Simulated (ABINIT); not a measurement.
# SiO2 (Quartz): G0W0 with ABINIT, start to end

Wanted: ground state, empty states, screening and self-energy for SiO2 (Quartz).

Main program and level: ABINIT 10.8.3; LDA and many-body steps on it, plane waves.

This is a report of a sequence of runs, with most program output left out.

### Step 1. The starting structure

The structure is trigonal, space group P3_121 (No. 152). The conventional cell has a = 4.916 Å, b = 4.916 Å, c = 5.409 Å, α = 90.00°, β = 90.00°, γ = 120.00°. Si has 4 O at 1.61 Å nearest. O has 2 Si at 1.61 Å nearest. Farther neighbours and most contacts between anions are not listed.

Structure file:

```cif
data_structure
_symmetry_space_group_name_H-M 'P3_121'
_symmetry_Int_Tables_number 152
_cell_length_a 4.9158
_cell_length_b 4.9158
_cell_length_c 5.4091
_cell_angle_alpha 90.000
_cell_angle_beta 90.000
_cell_angle_gamma 120.000
_cell_volume 113.20
loop_
_atom_site_label
_atom_site_type_symbol
_atom_site_symmetry_multiplicity
_atom_site_Wyckoff_symbol
_atom_site_fract_x
_atom_site_fract_y
_atom_site_fract_z
_atom_site_occupancy
Si1 Si 3 a 0.53030 0.00000 0.33333 1
O1 O 6 c 0.14620 0.41420 0.88100 1
```

The cell and positions come from the Crystallography Open Database and are kept as given unless a step says otherwise.

### Step 2. Ground state

This step: ABINIT 10.8.3; DFT, LDA, plane waves, norm-conserving pseudopotentials.

The ground-state density comes first.

Contents of run.abi:

```
acell 3*1.0 Angstrom
rprim 
  4.915799999986 0.000000000003 0.000000000000
  -2.457899999996 4.257207679910 0.000000000000
  0.000000000000 0.000000000000 5.409100000000
ntypat 2
znucl 14 8
natom 9
typat 1 1 1 2 2 2 2 2 2
xred 
  0.530300000000 0.000000000000 0.333333333333
  0.000000000000 0.530300000000 0.666666666667
  0.469700000000 0.469700000000 -0.000000000000
  0.146200000000 0.414200000000 0.881000000000
  0.585800000000 0.732000000000 0.214333333333
  0.268000000000 0.853800000000 0.547666666667
  0.414200000000 0.146200000000 0.119000000000
  0.732000000000 0.585800000000 0.785666666667
  0.853800000000 0.268000000000 0.452333333333
pp_dirpath "pseudos"
pseudos "Si.upf, O.upf"
ecut 36
ngkpt 6 6 4
nshiftk 1
shiftk 0 0 0
kptopt 1
chksymbreak 0
nband 32
occopt 1
tolvrs 1e-10
nstep 60
prtwf 0
optforces 0
optstress 0
indata_prefix "in"
outdata_prefix "out"
tmpdata_prefix "tmp"
```

Launch:

```
$ OMP_NUM_THREADS=1 mpirun -n 8 abinit run.abi > log
```

Run time: 65 s. Hardware: 8 MPI ranks of Arm Neoverse N1, shared host; peak memory 0.85 GiB.

Numbers from this step:

```
total energy               : -3056.1098 eV
gap                        : 5.801 eV
k of the valence top       : 0.3333, 0.3333, 0
k of the conduction bottom : 0, 0, 0
least direct gap           : 6.126 eV
```

The gap is indirect, with the least direct gap 0.32 eV higher.

### Step 3. Bands along the symmetry lines

Levels along a band path, at the cheap level, show where the edges lie and whether the meshes to come will hold them.

Changes to run.abi since step 2:

```diff
@@ -22,14 +22,53 @@
 ecut 36
-ngkpt 6 6 4
-nshiftk 1
-shiftk 0 0 0
-kptopt 1
-chksymbreak 0
-nband 32
-occopt 1
-tolvrs 1e-10
-nstep 60
+iscf -2
+irdden 1
+kptopt 0
+nkpt 39
+kpt 
+  0.00000000 0.00000000 0.00000000
+  0.12500000 0.00000000 0.00000000
+  0.25000000 0.00000000 0.00000000
+  0.37500000 0.00000000 0.00000000
+  0.50000000 0.00000000 0.00000000
+  0.45833333 0.08333333 0.00000000
+  0.41666666 0.16666666 0.00000000
+  0.37500000 0.25000000 0.00000000
+  0.33333333 0.33333333 0.00000000
+  0.25000000 0.25000000 0.00000000
+  0.16666666 0.16666666 0.00000000
+  0.08333333 0.08333333 0.00000000
+  0.00000000 0.00000000 0.00000000
+  0.00000000 0.00000000 0.12500000
+  0.00000000 0.00000000 0.25000000
+  0.00000000 0.00000000 0.37500000
+  0.00000000 0.00000000 0.50000000
+  0.12500000 0.00000000 0.50000000
+  0.25000000 0.00000000 0.50000000
+  0.37500000 0.00000000 0.50000000
+  0.50000000 0.00000000 0.50000000
+  0.45833333 0.08333333 0.50000000
+  0.41666666 0.16666666 0.50000000
+  0.37500000 0.25000000 0.50000000
+  0.33333333 0.33333333 0.50000000
+  0.25000000 0.25000000 0.50000000
+  0.16666666 0.16666666 0.50000000
+  0.08333333 0.08333333 0.50000000
+  0.00000000 0.00000000 0.50000000
+  0.50000000 0.00000000 0.50000000
+  0.50000000 0.00000000 0.37500000
+  0.50000000 0.00000000 0.25000000
+  0.50000000 0.00000000 0.12500000
+  0.50000000 -0.00000000 0.00000000
+  0.33333333 0.33333333 0.50000000
+  0.33333333 0.33333333 0.37500000
+  0.33333333 0.33333333 0.25000000
+  0.33333333 0.33333333 0.12500000
+  0.33333333 0.33333333 0.00000000
+istwfk *1
+nband 31
+nbdbuf 2
+tolwfr 1e-08
+nstep 40
 prtwf 0
-optforces 0
-optstress 0
+prtvol 0
 indata_prefix "in"
```

Run time: 63 s. Hardware: 8 MPI ranks; peak memory 0.73 GiB.

Numbers from this step:

- gap: 5.801 eV
- k of the valence top: 0.3333, 0.3333, 0
- k of the conduction bottom: 0, 0, 0
- least direct gap: 6.126 eV

The gap is 5.801 eV, as in the run before at this level.

The electronic bands at the labelled points (eV, zero at the top of the highest filled band):

```tsv
point	band 21	band 22	band 23	band 24	band 25	band 26	band 27	band 28
Γ	-1.01	-0.69	-0.32	-0.32	5.80	9.04	9.04	9.51
halfway	-1.02	-0.85	-0.24	-0.16	6.68	9.06	9.14	9.62
M	-1.06	-0.79	-0.27	-0.03	8.05	8.76	9.45	9.49
halfway	-1.12	-0.63	-0.32	-0.02	8.24	8.82	9.37	9.67
K	-1.25	-0.44	-0.44	0.00	8.70	8.70	9.18	10.13
halfway	-0.93	-0.88	-0.25	-0.11	6.92	9.07	9.23	9.66
Γ	-1.01	-0.69	-0.32	-0.32	5.80	9.04	9.04	9.51
halfway	-1.09	-0.54	-0.23	-0.10	6.39	8.90	8.95	9.00
A	-1.23	-0.21	-0.21	-0.09	7.73	7.73	8.73	9.50
halfway	-1.10	-0.45	-0.42	-0.15	8.14	8.25	9.08	9.46
L	-0.90	-0.84	-0.61	-0.19	8.79	9.21	9.37	9.50
halfway	-0.87	-0.85	-0.63	-0.34	8.82	9.36	9.46	9.57
H	-0.95	-0.78	-0.60	-0.60	8.90	9.51	9.51	9.86
halfway	-1.07	-0.54	-0.39	-0.23	8.27	8.39	9.15	9.64
A	-1.23	-0.21	-0.21	-0.09	7.73	7.73	8.73	9.50
jump to L	-0.90	-0.84	-0.61	-0.19	8.79	9.21	9.37	9.50
halfway	-0.98	-0.73	-0.45	-0.12	8.35	8.87	9.30	9.78
M	-1.06	-0.79	-0.27	-0.03	8.05	8.76	9.45	9.49
jump to H	-0.95	-0.78	-0.60	-0.60	8.90	9.51	9.51	9.86
halfway	-1.03	-0.56	-0.51	-0.20	8.77	8.96	9.36	9.97
K	-1.25	-0.44	-0.44	0.00	8.70	8.70	9.18	10.13
```

### Step 4. Empty states on the mesh, 3×3×2 mesh, 177 bands

The sums over transitions need many empty states on a uniform mesh; this step solves for them.

Contents of run.abi:

```
acell 3*1.0 Angstrom
rprim 
  4.915799999986 0.000000000003 0.000000000000
  -2.457899999996 4.257207679910 0.000000000000
  0.000000000000 0.000000000000 5.409100000000
ntypat 2
znucl 14 8
natom 9
typat 1 1 1 2 2 2 2 2 2
xred 
  0.530300000000 0.000000000000 0.333333333333
  0.000000000000 0.530300000000 0.666666666667
  0.469700000000 0.469700000000 -0.000000000000
  0.146200000000 0.414200000000 0.881000000000
  0.585800000000 0.732000000000 0.214333333333
  0.268000000000 0.853800000000 0.547666666667
  0.414200000000 0.146200000000 0.119000000000
  0.732000000000 0.585800000000 0.785666666667
  0.853800000000 0.268000000000 0.452333333333
pp_dirpath "pseudos"
pseudos "Si.upf, O.upf"
ecut 36
ngkpt 3 3 2
nshiftk 1
shiftk 0 0 0
kptopt 1
chksymbreak 0
iscf -2
irdden 1
istwfk *1
nband 177
nbdbuf 16
tolwfr 1e-09
nstep 60
prtvol 0
indata_prefix "in"
outdata_prefix "out"
tmpdata_prefix "tmp"
```

Launch:

```
$ OMP_NUM_THREADS=1 mpirun -n 6 abinit run.abi > log
```

It took 1.7 min on 6 MPI ranks; peak memory 0.68 GiB.

Numbers from this step:

```yaml
gap: 5.801 eV
k_of_the_valence_top: 0.3333, 0.3333, 0
k_of_the_conduction_bottom: 0, 0, 0
least_direct_gap: 6.126 eV
k_points_computed: 6
lowest_point_of_the_top_converged_band_above_the_valence_top: 60.7804 eV
```

On this mesh the gap is 5.801 eV.

### Step 5. Screening, 3×3×2 mesh, 161 bands, screening to 130.6 eV

The RPA dielectric matrix is built and inverted for each q.

This step: RPA screening on LDA, plane waves, norm-conserving pseudopotentials.

Changes to run.abi since step 4:

```diff
@@ -27,10 +27,11 @@
 chksymbreak 0
-iscf -2
-irdden 1
 istwfk *1
-nband 177
-nbdbuf 16
-tolwfr 1e-09
-nstep 60
-prtvol 0
+occopt 1
+irdwfk 1
+optdriver 3
+nband 161
+ecuteps 4.8
+inclvkb 2
+awtr 1
+symchi 1
 indata_prefix "in"
```

Launch:

```
$ OMP_NUM_THREADS=1 mpirun -n 8 abinit run.abi > log
```

Elapsed: 1.9 min, on 8 MPI ranks; peak memory 3.1 GiB; 15 min of CPU time.

Numbers from this step:

```
ε∞ with local fields, on this mesh, along the program's q direction : 2.386
the same without local fields                                       : 2.593
plasma frequency                                                    : 24.18 eV
plane waves in the screening matrix                                 : 389
```

Local fields lower ε∞ by 8 %. On a Γ-centred mesh this coarse the value itself is usually too large, while a short band sum pulls it down.

### Step 6. Self-energy, 3×3×2 mesh, 161 bands, screening to 130.6 eV

The self-energy is evaluated for the states that the input lists, and the levels follow from it, in one-shot runs by the linearised quasiparticle equation.

This step: G0W0 on LDA, plane waves, norm-conserving pseudopotentials.

Changes to run.abi since step 5:

```diff
@@ -30,8 +30,17 @@
 irdwfk 1
-optdriver 3
+optdriver 4
 nband 161
+gwcalctyp 0
+ecutsigx 36
+symsigma 1
+nkptgw 2
+kptgw 
+  0.3333333333 0.3333333333 0.0000000000
+  0.0000000000 0.0000000000 0.0000000000
+bdgw 
+  22 26
+  23 27
 ecuteps 4.8
-inclvkb 2
-awtr 1
-symchi 1
+irdscr 1
+ppmodel 1
 indata_prefix "in"
```

Elapsed: 24 s, on 8 MPI ranks; peak memory 2.2 GiB; 3.2 min of CPU time.

This step gave:

| Item | Value |
| --- | --- |
| G0W0 gap on the points computed | 8.757 eV |
| starting gap on the mesh | 5.801 eV |
| k of the valence top | 0.3333, 0.3333, 0 |
| k of the conduction bottom | 0, 0, 0 |
| Z at the valence top | 0.815 |
| Z at the conduction bottom | 0.869 |
| least direct G0W0 gap on the computed points | 9.134 eV |

The gap on the mesh goes from 5.80 eV to 8.76 eV, a correction of +2.96 eV.

Limits: finite bands, cutoff and mesh; coarse k mesh. v1 is the top filled band, c1 the lowest empty one. Levels before and after the correction, in eV, zero at the valence-band top of each column:

```tsv
	conduction bottom	valence top
Kohn-Sham	5.80	0.00
G0W0	8.76	0.00
```

```tsv
	level	energy (eV)
Kohn-Sham	(0.333 0.333 0) v3-v2	-0.439
Kohn-Sham	(0.333 0.333 0) v1	0.000
Kohn-Sham	(0.333 0.333 0) c1-c2	8.699
Kohn-Sham	Γ v2-v1	-0.324
Kohn-Sham	Γ c1	5.801
Kohn-Sham	Γ c2-c3	9.038
G0W0	(0.333 0.333 0) v3-v2	-0.502
G0W0	(0.333 0.333 0) v1	0.000
G0W0	(0.333 0.333 0) c1-c2	12.042
G0W0	Γ v2-v1	-0.377
G0W0	Γ c1	8.757
G0W0	Γ c2-c3	12.299
```

### Step 7. Where the time went

Times are wall times on the hardware named with each run, good to a factor of about two.

```tsv
step	time	share	memory (GiB)
ground state	65 s	18 %	0.85
bands along the symmetry lines	63 s	17 %	0.73
empty states on the mesh	1.7 min	28 %	0.68
screening	1.9 min	31 %	3.1
self-energy	24 s	7 %	2.2
```

### Step 8. Results

* LDA gap: 5.80 eV, indirect
* G0W0 gap on the mesh: 8.76 eV
* GW settings: 3×3×2 mesh, 161 bands, screening to 130.6 eV, Godby-Needs plasmon pole
* known limits: not at the basis limit; coarse k mesh

G0W0 moves the gap on the mesh from 5.80 eV to 8.76 eV (+2.96 eV), with Z of 0.81 and 0.87 at the edges. Local fields lower the RPA ε∞ on this mesh from 2.59 to 2.39; a Γ-centred mesh this coarse tends to raise both, most where the direct gap is narrow, while a short band sum lowers them. Only 2 of the mesh's irreducible points were corrected, so a valley elsewhere could overtake. Bands and cutoff are finite, so the gap is not at the basis limit. The miss can reach some tenths of an eV and take either sign; the mesh is an error of its own. In the G0W0 run levels were corrected at 2 k points alone, so a gap called «on the mesh» is the least over those, and an edge elsewhere would be missed. The 3×3×2 mesh is coarse for this cell, which bears on the long-range parts of exchange and screening.

[Paths, hosts, dates, memory and timing lines, banners, echoed tables and standing remarks are left out of the program output.]

[Logs are printed without paths, hosts, clocks, repeated set-up lines and the standing remarks that a program may print on its own settings, such as how far it seeks lower states.]

[Runs of the session that timed out or met a known fault of the program may be left out.]

[Hosts, paths, dates, database ids (printed as entryN), source tags and the programs' standing remarks are cut or masked in the printed files.]

[G0W0 gaps are taken among the corrected bands and points alone; a level outside them can change the order at an edge.]

[Where Ansatz stands beside ABINIT at settings called matched, ABINIT's density can come from a denser mesh and the files from another edition; pairs whose starting gaps differed by over 0.03 eV were left out, so agreement reads better than it is.]
